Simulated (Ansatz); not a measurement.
# Zr2NO2 monolayer: following an unstable mode, part 2 of 2

Which phase does Zr2NO2 monolayer fall into along its unstable mode, and how much energy does it gain?

Ansatz 0.2.0; DFT PBEsol, scalar-relativistic, plane waves, PAW; PAW set soft_1.

So far, highest frequency on the path or at a solved wavevector (cm⁻¹): step 2 (response at finite wavevector) 591. Also lowest frequency on the path (cm⁻¹): step 2 -199.

## (4) The mode frozen in, largest atomic shift 0.04 Å

The atoms are moved along the unstable eigenvector, the largest shift by 0.04 Å, with the cell fixed.

Contents of input.yaml:

```yaml
crystal:
  lattice:
    - [3.229210124, 0.0, 0.0]
    - [1.614605062, 8.3897340047, 0.0]
    - [0.0, 0.0, 32.6]
  atoms:
    - { symbol: "N", position: [0.9976401918, 0.0047196164, 0.3065747655] }
    - { symbol: "N", position: [0.3356931898, 0.3286136205, 0.3069221706] }
    - { symbol: "N", position: [0.666666704, 0.6666665919, 0.306748469] }
    - { symbol: Zr, position: [0.8883885689, 0.2232228622, 0.3485626787] }
    - { symbol: Zr, position: [0.2209378856, 0.5581242289, 0.347475588] }
    - { symbol: Zr, position: [0.5573401656, 0.8853196688, 0.3477001] }
    - { symbol: Zr, position: [0.4449447017, 0.1101105966, 0.2649342493] }
    - { symbol: Zr, position: [0.7759931553, 0.4480136894, 0.2657968153] }
    - { symbol: Zr, position: [0.1123954116, 0.7752091769, 0.2660213582] }
    - { symbol: O, position: [0.4446639934, 0.1106720131, 0.3770182871] }
    - { symbol: O, position: [0.7794036386, 0.4411927228, 0.3775291829] }
    - { symbol: O, position: [0.1092657603, 0.7814684794, 0.3784339554] }
    - { symbol: O, position: [0.8886694108, 0.2226611783, 0.2364786269] }
    - { symbol: O, position: [0.2240675953, 0.5518648093, 0.2350629853] }
    - { symbol: O, position: [0.5539297274, 0.8921405451, 0.2359677273] }
  periodic: [true, true, false]
kpoints:
  mp_grid: { grid: [12, 12, 1] }
hamiltonian:
  xc: pbesol
  pseudopotentials: { kind: paw, azcp: { folder: soft_1 }, xc_functional: pbe }
scf:
  occupations: { method: methfessel_paxton, width: 0.2 }
output:
  forces: true
  stress: true
  eigenvalues: true
```

Started as:

```
> ansatz run input.yaml --threads 4 --pin off --max-ram 16384MiB --backend cpu --events-out ev --progress --plain --runs-dir out
```

Numbers of over 12 decimals in the logs are rounded to 6 here.

The program printed:

```text
[...]
k-point 0: bands = [... 58 lower, -7.8340, -7.8223, -5.4148, -5.1219, -4.3205, -4.3137, -3.9912, -2.9945, ... 11 higher]
  k-point 1: bands = [... 58 lower, -7.8813, -7.8404, -5.4196, -5.1103, -4.3082, -4.2941, -4.0050, -3.0336, ... 11 higher]
  k-point 2: bands = [... 58 lower, -8.0127, -7.8914, -5.4309, -5.0775, -4.3171, -4.2185, -4.0179, -3.1226, ... 11 higher]
  k-point 42: bands = [... 58 lower, -8.4411, -8.3820, -5.2495, -5.2292, -4.2581, -3.5327, -2.9325, -2.8358, ... 11 higher]
[key lines of the parts left out:]
SCF converged after 11 iterations
Free energy (F): -29296.689599 eV
Fermi energy:    -4.846261 eV
P = ½ c Tr σ = 0.0341 N/m
```

Run time: 67 s. Hardware: 4 threads of Arm Neoverse V2, shared host; peak memory 3.1 GiB.

This step gave:

```
energy from the undistorted cell : -0.865 meV/atom
```

The energy, extrapolated to zero smearing, is -0.86 meV/atom against the undistorted cell.

## (5) Energy along the mode, all amplitudes (two of the runs are shown above)

An imaginary frequency means negative curvature, so the energy should fall and then rise again as anharmonic terms take over.

Numbers from this step:

* depth at the lowest point sampled: 0.865 meV/atom
* largest atomic shift at that point: 0.04 Å

Table of energy from the parent by largest shift of an atom, one sign:

```
largest shift of an atom, one sign (Å)  energy from the parent (meV/atom)
                                0.0000                                  0
                                0.0400                             -0.865
                                0.0800                              0.256
                                0.1400                               21.5
```

Displacement at unit largest shift by atom:

```
atom  x (Å)  y (Å)  z (Å)  size
  N1   0.00   0.99  -0.14  1.00
  N2   0.00  -0.99   0.14  1.00
  N3   0.00   0.00   0.00  0.00
 Zr4   0.00   0.21   0.53  0.57
 Zr5   0.00   0.54  -0.36  0.65
 Zr6   0.00  -0.75  -0.17  0.77
 Zr7   0.00  -0.21  -0.53  0.57
 Zr8   0.00   0.75   0.17  0.77
 Zr9   0.00  -0.54   0.36  0.65
 O10   0.00  -0.09  -0.52  0.53
 O11   0.00  -0.68  -0.11  0.69
 O12   0.00   0.77   0.63  1.00
 O13   0.00   0.09   0.52  0.53
 O14   0.00  -0.77  -0.63  1.00
 O15   0.00   0.68   0.11  0.69
```

The lowest of the steps tried is at 0.04 Å, 0.865 meV/atom below the parent; the bottom of the well need not coincide with a step.

## (6) Relaxing from the distorted cell

Starting from the lowest point found, all atoms and the cell are let go, so that strain and other modes of the same symmetry can join in.

Changes to input.yaml since step 4:

```diff
@@ -33 +33,6 @@
   eigenvalues: true
+relax:
+  adjacent_minimum: "off"
+  f_tol: 0.002
+  max_steps: 120
+  cell: { stress_2d_tol: 0.005 }
```

The program printed:

```text
[...]
Crystal: 15 atoms, lattice volume = 883.206 Å³
Basis set: ecut = 420 eV, 17329 PW (Γ), exchange–correlation on 48×120×450 points (8 copies of the dense FFT grid, shifted against one another)
Bands: 77, of which v1, the nominal top of the filled ones, is band 62 counted from 1 (61 counted from 0)
Symmetry: 4 space group operations
[...]
k-points: 43 of 144
[...]
SCF iter   1: F=—  HF=-29312.853418 eV  |F-HF|=—  |Δ(HF+E_count)|=         —  Δρ=7.59e-2  dr2=6.04e1  ethr=3.10e-3  ⟨swp⟩=11.7  Hψ=22263  notcnv=0
[...]
SCF iter  13: F=-29296.689599 eV  HF=-29296.689599 eV  |F-HF|=2.59e-9  |Δ(HF+E_count)|=   6.89e-8  S|Δr|=    0.00e0  Δρ=1.91e-7  dr2=5.39e-10  ethr=6.01e-12  ⟨swp⟩=3.3  Hψ=12509  notcnv=0
SCF 1 converged in 13 iterations: F = -29296.689599 eV  dr2 = 5.39e-10
[...]
relax step   1: F+E_penalty+E_count = -29296.68959888 eV  Δ(F+E_penalty+E_count) = +0.000e0 eV  max|allowed force component| = 2.332e-1 eV/Å  Δτ_max = 0.0000 Å  P = +0.034 N/m  Ω = 883.206 Å³  fix = [c, alpha, beta]  reactions: c +0.000 N/m; alpha +0.000 N/m/rad  (13 SCF iters, dr2 threshold 1.00e-7 eV, accepted)
Crystal: 15 atoms, lattice volume = 883.037 Å³
Basis set: ecut = 420 eV, 17333 PW (Γ), exchange–correlation on 48×120×450 points (8 copies of the dense FFT grid, shifted against one another)
[...]
iter 1 solved again at ethr=7.91e-5 eV; its pass at ethr=3.10e-3 eV (dr2=9.72e-2 eV) is discarded
[...]
SCF iter   6: F=-29296.698937 eV  HF=-29296.698936 eV  |F-HF|=6.81e-7  |Δ(HF+E_count)|=   1.46e-6  S|Δr|=    0.00e0  Δρ=4.87e-6  dr2=1.14e-7  ethr=1.22e-9  ⟨swp⟩=20.2  Hψ=24202  notcnv=0
SCF 2 converged in 6 iterations: F = -29296.698937 eV  dr2 = 1.14e-7
relax step   2: F+E_penalty+E_count = -29296.69893695 eV  Δ(F+E_penalty+E_count) = -9.338e-3 eV  max|allowed force component| = 2.104e-1 eV/Å  Δτ_max = 0.0162 Å  P = +0.004 N/m  Ω = 883.037 Å³  energy of the carried Pulay correction = +7.251e-5 eV  fix = [c, alpha, beta]  reactions: c -0.000 N/m; alpha +0.000 N/m/rad  (6 SCF iters, dr2 threshold 1.50e-6 eV, accepted)
Crystal: 15 atoms, lattice volume = 883.958 Å³
Basis set: ecut = 420 eV, 17353 PW (Γ), exchange–correlation on 48×120×450 points (8 copies of the dense FFT grid, shifted against one another)
[...]
SCF iter   5: F=-29296.705947 eV  HF=-29296.705947 eV  |F-HF|=2.49e-7  |Δ(HF+E_count)|=   4.88e-7  S|Δr|=    0.00e0  Δρ=5.29e-6  dr2=3.92e-7  ethr=1.22e-9  ⟨swp⟩=17.1  Hψ=23844  notcnv=0
SCF 3 converged in 5 iterations: F = -29296.705947 eV  dr2 = 3.92e-7
relax step   3: F+E_penalty+E_count = -29296.70594716 eV  Δ(F+E_penalty+E_count) = -7.010e-3 eV  max|allowed force component| = 1.906e-1 eV/Å  Δτ_max = 0.0095 Å  P = -0.060 N/m  Ω = 883.958 Å³  energy of the carried Pulay correction = -3.214e-4 eV  fix = [c, alpha, beta]  reactions: c -0.000 N/m; alpha +0.000 N/m/rad  (5 SCF iters, dr2 threshold 1.50e-6 eV, accepted)
[... from here on, the SCF cycles and remarks between the steps are left out ...]
relax step   4: F+E_penalty+E_count = -29296.72091241 eV  Δ(F+E_penalty+E_count) = -1.497e-2 eV  max|allowed force component| = 1.400e-1 eV/Å  Δτ_max = 0.0399 Å  P = +0.135 N/m  Ω = 885.702 Å³  energy of the carried Pulay correction = -1.065e-3 eV  fix = [c, alpha, beta]  reactions: c +0.000 N/m; alpha -0.000 N/m/rad  (6 SCF iters, dr2 threshold 1.50e-6 eV, accepted)
relax step   5: F+E_penalty+E_count = -29296.72598892 eV  Δ(F+E_penalty+E_count) = -5.077e-3 eV  max|allowed force component| = 8.558e-2 eV/Å  Δτ_max = 0.0095 Å  P = -0.075 N/m  Ω = 885.894 Å³  energy of the carried Pulay correction = -1.147e-3 eV  fix = [c, alpha, beta]  reactions: c +0.000 N/m; alpha +0.000 N/m/rad  (5 SCF iters, dr2 threshold 1.23e-6 eV, accepted)
relax step   6: F+E_penalty+E_count = -29296.72718353 eV  Δ(F+E_penalty+E_count) = -1.195e-3 eV  max|allowed force component| = 6.756e-2 eV/Å  Δτ_max = 0.0187 Å  P = -0.043 N/m  Ω = 886.626 Å³  energy of the carried Pulay correction = -1.459e-3 eV  fix = [c, alpha, beta]  reactions: c -0.000 N/m; alpha +0.000 N/m/rad  (6 SCF iters, dr2 threshold 4.58e-7 eV, accepted)
relax step   7: F+E_penalty+E_count = -29296.72903534 eV  Δ(F+E_penalty+E_count) = -1.852e-3 eV  max|allowed force component| = 2.013e-2 eV/Å  Δτ_max = 0.0072 Å  P = +0.067 N/m  Ω = 885.633 Å³  energy of the carried Pulay correction = -1.036e-3 eV  fix = [c, alpha, beta]  reactions: c +0.000 N/m; alpha -0.000 N/m/rad  (6 SCF iters, dr2 threshold 2.85e-7 eV, accepted)
relax step   8: F+E_penalty+E_count = -29296.72888592 eV  Δ(F+E_penalty+E_count) = +1.494e-4 eV  max|allowed force component| = 2.042e-2 eV/Å  Δτ_max = 0.0018 Å  P = -0.046 N/m  Ω = 886.101 Å³  energy of the carried Pulay correction = -1.236e-3 eV  fix = [c, alpha, beta]  reactions: c -0.000 N/m; alpha +0.000 N/m/rad  (5 SCF iters, dr2 threshold 2.53e-8 eV, accepted)
relax step   9: F+E_penalty+E_count = -29296.72897330 eV  Δ(F+E_penalty+E_count) = -8.738e-5 eV  max|allowed force component| = 2.771e-3 eV/Å  Δτ_max = 0.0008 Å  P = -0.012 N/m  Ω = 885.996 Å³  energy of the carried Pulay correction = -1.191e-3 eV  fix = [c, alpha, beta]  reactions: c -0.000 N/m; alpha +0.000 N/m/rad  (5 SCF iters, dr2 threshold 2.61e-8 eV, accepted)
relax step  10: F+E_penalty+E_count = -29296.72898822 eV  Δ(F+E_penalty+E_count) = -1.492e-5 eV  max|allowed force component| = 1.965e-3 eV/Å  Δτ_max = 0.0006 Å  P = +0.005 N/m  Ω = 885.968 Å³  energy of the carried Pulay correction = -1.179e-3 eV  fix = [c, alpha, beta]  reactions: c +0.000 N/m; alpha -0.000 N/m/rad  (6 SCF iters, dr2 threshold 4.80e-10 eV, accepted)
relax step  11: F+E_penalty+E_count = -29296.72899582 eV  Δ(F+E_penalty+E_count) = -7.596e-6 eV  max|allowed force component| = 4.027e-4 eV/Å  Δτ_max = 0.0002 Å  P = +0.001 N/m  Ω = 885.952 Å³  energy of the carried Pulay correction = -1.172e-3 eV  fix = [c, alpha, beta]  reactions: c +0.000 N/m; alpha -0.000 N/m/rad  (6 SCF iters, dr2 threshold 3.10e-11 eV, accepted)
relax step  12: F+E_penalty+E_count = -29296.73010876 eV  Δ(F+E_penalty+E_count) = -1.113e-3 eV  max|allowed force component| = 3.811e-4 eV/Å  Δτ_max = 0.0000 Å  P = +0.010 N/m  Ω = 885.952 Å³  fix = [c, alpha, beta]  reactions: c +0.000 N/m; alpha -0.000 N/m/rad  stress off target by 1.05e-2 N/m on what of the cell is left free  SCF on the basis re-selected at this cell (its energy is not comparable with the rows above)  (8 SCF iters)
relax step  13: F+E_penalty+E_count = -29296.73008416 eV  Δ(F+E_penalty+E_count) = +2.460e-5 eV  max|allowed force component| = 4.434e-4 eV/Å  Δτ_max = 0.0001 Å  P = -0.000 N/m  Ω = 886.011 Å³  energy of the carried Pulay correction = -2.520e-5 eV  fix = [c, alpha, beta]  reactions: c -0.000 N/m; alpha +0.000 N/m/rad  (5 SCF iters, dr2 threshold 1.27e-10 eV, accepted)
[...]
SCF iter   1: F=—  HF=-29296.730312 eV  |F-HF|=—  |Δ(HF+E_count)|=         —  Δρ=1.31e-6  dr2=1.03e-8  ethr=6.52e-8  ⟨swp⟩=10.0  Hψ=41339  notcnv=0
eigensolver tolerance schedule: the retry pair's looser diagonalisation over-reported the residual by 7759.96 of it (diagonalisation noise at 0.20 of the residual, at the tolerance the schedule requests for it); recorded, not acted on — ethr = c·dr2/N_el stays at c = 1.0e-1
[...]
SCF iter   2: F=—  HF=-29296.730097 eV  |F-HF|=—  |Δ(HF+E_count)|=   2.15e-4  S|Δr|=    0.00e0  Δρ=2.21e-6  dr2=3.60e-8  ethr=8.40e-12  ⟨swp⟩=7.0  Hψ=15345  notcnv=0
[...]
SCF iter   9: F=-29296.730097 eV  HF=-29296.730097 eV  |F-HF|=1.75e-10  |Δ(HF+E_count)|=   4.17e-9  S|Δr|=    0.00e0  Δρ=4.03e-9  dr2=1.12e-13  ethr=1.00e-12  ⟨swp⟩=14.8  Hψ=24476  notcnv=0
SCF 14 converged in 9 iterations: F = -29296.730097 eV  dr2 = 1.12e-13
relax step  14: F+E_penalty+E_count = -29296.73009708 eV  Δ(F+E_penalty+E_count) = -1.292e-5 eV  max|allowed force component| = 4.421e-4 eV/Å  Δτ_max = 0.0000 Å  P = +0.000 N/m  Ω = 886.011 Å³  fix = [c, alpha, beta]  reactions: c +0.000 N/m; alpha -0.000 N/m/rad  stress off target by 7.23e-5 N/m on what of the cell is left free  SCF on the basis re-selected at this cell (its energy is not comparable with the rows above)  (9 SCF iters)
[...]
SCF converged after 9 iterations
[...]
Free energy (F): -29296.730097 eV
[...]
Internal energy: -29296.730337 eV  (E = F + TS)
E sigma→0 (E₀):  -29296.730157 eV
Entropy (-TS):   0.000240 eV (0.016 meV/atom)
Fermi energy:    -4.751057 eV
Step filling:    the computed levels leave a gap of 0.0029 eV = 0.0 smearing widths at the electron count; against every level under it full and every level over it empty, smearing changes F+E_penalty+E_count by -4.351 meV and its σ→0 estimate by -4.411 meV
[...]
--- Forces (eV/Å), atoms counted from 1 ---
  atom   1  N      0.00000000    -0.00009403     0.00026659
  atom   2  N     -0.00000000     0.00009403    -0.00026659
  atom   3  N     -0.00000000     0.00000000     0.00000000
  atom   4  Zr     0.00000000    -0.00019061     0.00004643
  atom   5  Zr    -0.00000000     0.00044213     0.00004081
  atom   6  Zr    -0.00000000    -0.00020988     0.00001283
  atom   7  Zr    -0.00000000     0.00019061    -0.00004643
  atom   8  Zr     0.00000000     0.00020988    -0.00001283
  atom   9  Zr     0.00000000    -0.00044213    -0.00004081
  atom  10  O     -0.00000000    -0.00012290     0.00002914
  atom  11  O     -0.00000000     0.00006911     0.00002168
  atom  12  O      0.00000000    -0.00006071     0.00010846
  atom  13  O      0.00000000     0.00012290    -0.00002914
  atom  14  O     -0.00000000     0.00006071    -0.00010846
  atom  15  O      0.00000000    -0.00006911    -0.00002168
  max |Σ_I F_I| component: 1.08e-19 eV/Å
--- 2D stress c σ (N/m, compression-positive) ---
        0.000009      -0.000000       0.000000
       -0.000000       0.000072       0.000000
        0.000000       0.000000       0.000000
  P = ½ c Tr σ = 0.0000 N/m
--- Band table (eV; the first three rows and the last of 43) ---
  k-point 0: bands = [... 58 lower, -7.7058, -7.6111, -5.3727, -4.7172, -4.2660, -4.0901, -3.8696, -2.8445, ... 11 higher]
  k-point 1: bands = [... 58 lower, -7.7496, -7.6268, -5.3739, -4.7107, -4.2431, -4.0743, -3.8899, -2.8827, ... 11 higher]
  k-point 2: bands = [... 58 lower, -7.8698, -7.6708, -5.3767, -4.6909, -4.1783, -4.0547, -3.9208, -2.9728, ... 11 higher]
  k-point 42: bands = [... 58 lower, -8.3763, -8.2328, -5.2656, -5.2422, -4.0448, -3.3458, -2.9537, -2.7275, ... 11 higher]
--- Relaxed structure (12 steps of the walk, 12 accepted, 2 SCFs on fresh bases) ---
  F+E_penalty+E_count = -29296.73009708 eV   max|allowed force component| = 4.421e-4 eV/Å   (the final SCF, on the basis selected at the relaxed cell)
  cell:  # Å, volume = 886.0110 Å³
    - [3.234561, 0.0, 0]
    - [1.617281, 8.402453, 0]
    - [0, 0, 32.6]
  atoms:
    - { symbol: N, position: [0.997767, 0.00446513, 0.306264] }
    - { symbol: N, position: [0.335566, 0.328868, 0.307232] }
    - { symbol: N, position: [0.666667, 0.666667, 0.306748] }
    - { symbol: Zr, position: [0.888946, 0.222108, 0.349804] }
    - { symbol: Zr, position: [0.220170, 0.559660, 0.346714] }
    - { symbol: Zr, position: [0.560373, 0.879254, 0.347578] }
    - { symbol: Zr, position: [0.444387, 0.111225, 0.263693] }
    - { symbol: Zr, position: [0.772961, 0.454079, 0.265919] }
    - { symbol: Zr, position: [0.113163, 0.773673, 0.266783] }
    - { symbol: O, position: [0.443499, 0.113002, 0.376473] }
    - { symbol: O, position: [0.779908, 0.440183, 0.377206] }
    - { symbol: O, position: [0.107091, 0.785817, 0.378811] }
    - { symbol: O, position: [0.889834, 0.220331, 0.237024] }
    - { symbol: O, position: [0.226242, 0.547516, 0.234686] }
    - { symbol: O, position: [0.553425, 0.893150, 0.236291] }
```

It took 13 min on 4 threads; peak memory 3.2 GiB.

Step by step:

```
step  energy less that of the first step (eV)  largest force component (eV/Å)  volume (Å³)
   1                                   0.0000                          0.2332       883.21
   2                                  -0.0093                          0.2104       883.04
   3                                  -0.0163                          0.1906       883.96
   4                                  -0.0313                          0.1400       885.70
   5                                  -0.0364                          0.0856       885.89
   6                                  -0.0376                          0.0676       886.63
   7                                  -0.0394                          0.0201       885.63
   8                                  -0.0393                          0.0204       886.10
   9                                  -0.0394                          0.0028       886.00
  10                                  -0.0394                          0.0020       885.97
  11                                  -0.0394                          0.0004       885.95
 12*                                  -0.0405                          0.0004       885.95
  13                                  -0.0405                          0.0004       886.01
 14*                                  -0.0405                          0.0004       886.01
```

Relaxation steps marked * repeat the geometry before them on a plane-wave basis chosen anew for their cell, so energy and pressure can jump there.

Forces are held to the 4 operations that the run works with; a distortion that breaks them can't arise in this run.

```
cell as run  before  after  change
      a (Å)   3.229  3.235  +0.2 %
      b (Å)   8.544  8.557  +0.2 %
```

The atoms that moved most (Å, along periodic axes as changes of fractional coordinates times the final cell, across vacuum about the mean position):

```
atom     dx      dy      dz  length
 Zr6  0.000  -0.051  -0.004   0.051
 Zr8  0.000   0.051   0.004   0.051
 Zr4  0.000  -0.009   0.040   0.042
 Zr7  0.000   0.009  -0.040   0.042
 O12  0.000   0.037   0.012   0.039
 O14  0.000  -0.037  -0.012   0.039
 Zr5  0.000   0.013  -0.025   0.028
 Zr9  0.000  -0.013   0.025   0.028
```

Final coordinates:

```cif
data_structure
_symmetry_space_group_name_H-M 'P 1'
_symmetry_Int_Tables_number 1
_cell_length_a 3.2346
_cell_length_b 8.5567
_cell_length_c 32.6000
_cell_angle_alpha 90.000
_cell_angle_beta 90.000
_cell_angle_gamma 79.105
_cell_volume 886.01
loop_
_atom_site_label
_atom_site_type_symbol
_atom_site_fract_x
_atom_site_fract_y
_atom_site_fract_z
_atom_site_occupancy
N1 N 0.99777 0.00447 0.30626 1
N2 N 0.33557 0.32887 0.30723 1
N3 N 0.66667 0.66667 0.30675 1
Zr4 Zr 0.88895 0.22211 0.34980 1
Zr5 Zr 0.22017 0.55966 0.34671 1
Zr6 Zr 0.56037 0.87925 0.34758 1
Zr7 Zr 0.44439 0.11123 0.26369 1
Zr8 Zr 0.77296 0.45408 0.26592 1
Zr9 Zr 0.11316 0.77367 0.26678 1
O10 O 0.44350 0.11300 0.37647 1
O11 O 0.77991 0.44018 0.37721 1
O12 O 0.10709 0.78582 0.37881 1
O13 O 0.88983 0.22033 0.23702 1
O14 O 0.22624 0.54752 0.23469 1
O15 O 0.55342 0.89315 0.23629 1
```

This step gave:

- area per atom: 1.812 Å²

The distorted start has space group C2/m; the relaxation ends in C2/m.

## (7) The phases reached

The phases reached along the modes that were followed are set side by side.

Energies are those of the first relaxation, on the mesh of the frozen mode; space group, volume and gap are those of the last relaxation. Phases, by row:

```
              mode frozen in  space group  energy from parent (meV/atom)  volume (Å³/atom)  gap on mesh (eV)  lowest zone-centre optical mode (cm⁻¹)  largest shift (Å)
                      parent        P-3m1                              0             58.88                 0                                       –                  –
q = (0, 0.333, 0), 194i cm⁻¹         C2/m                          -3.78             59.07                 0                                       –              0.082
```

## (8) Outcome

| Item | Value |
| --- | --- |
| unstable mode of the parent | q = (0, 0.333, 0), 194i cm⁻¹ |
| depth at the lowest point sampled | 0.865 meV/atom |
| largest atomic shift at that point | 0.04 Å |
| space group reached (within 0.01 Å) | C2/m |
| energy gained over the parent (first relaxation, on the mesh of the frozen mode) | 3.78 meV/atom |
| area per atom, phase reached | 1.81 Å² |

What this shows: Along this mode the structure falls into C2/m, 3.78 meV/atom below the parent. At the parent's cell the well is 0.865 meV/atom deep on the steps tried, with its lowest point at a shift of 0.04 Å. Relaxing atoms and cell changes the gain by +2.91 meV/atom against the lowest step (energies at zero smearing). Most of the total comes from this relaxation. The modes of the phase reached were not computed on this path. How so shallow a well moves with the k mesh was not tested. Each path keeps the symmetry of its pattern, so a lower phase may lie along a pattern not tried. With no gap, or one that is small against the smearing, the frequencies hang on the k mesh and the smearing, most of all near Kohn anomalies. The phonon runs are without spin polarisation, although the cell has an odd electron count. In a sheet or slab the interpolated bending branch near Γ is rough, since the rotational sum rule isn't imposed. The PAW files were made for PBE and serve the other functionals too. A phonon run warned that its eigensolver left some bands unconverged in a pass. The starting cell was built on a prototype and not taken from a measurement.

[Logs are printed without paths, hosts, clocks, repeated set-up lines and the standing remarks that a program may print on its own settings, such as how far it seeks lower states.]

[Hosts, paths, dates, database ids (printed as entryN), source tags and the programs' standing remarks are cut or masked in the printed files.]
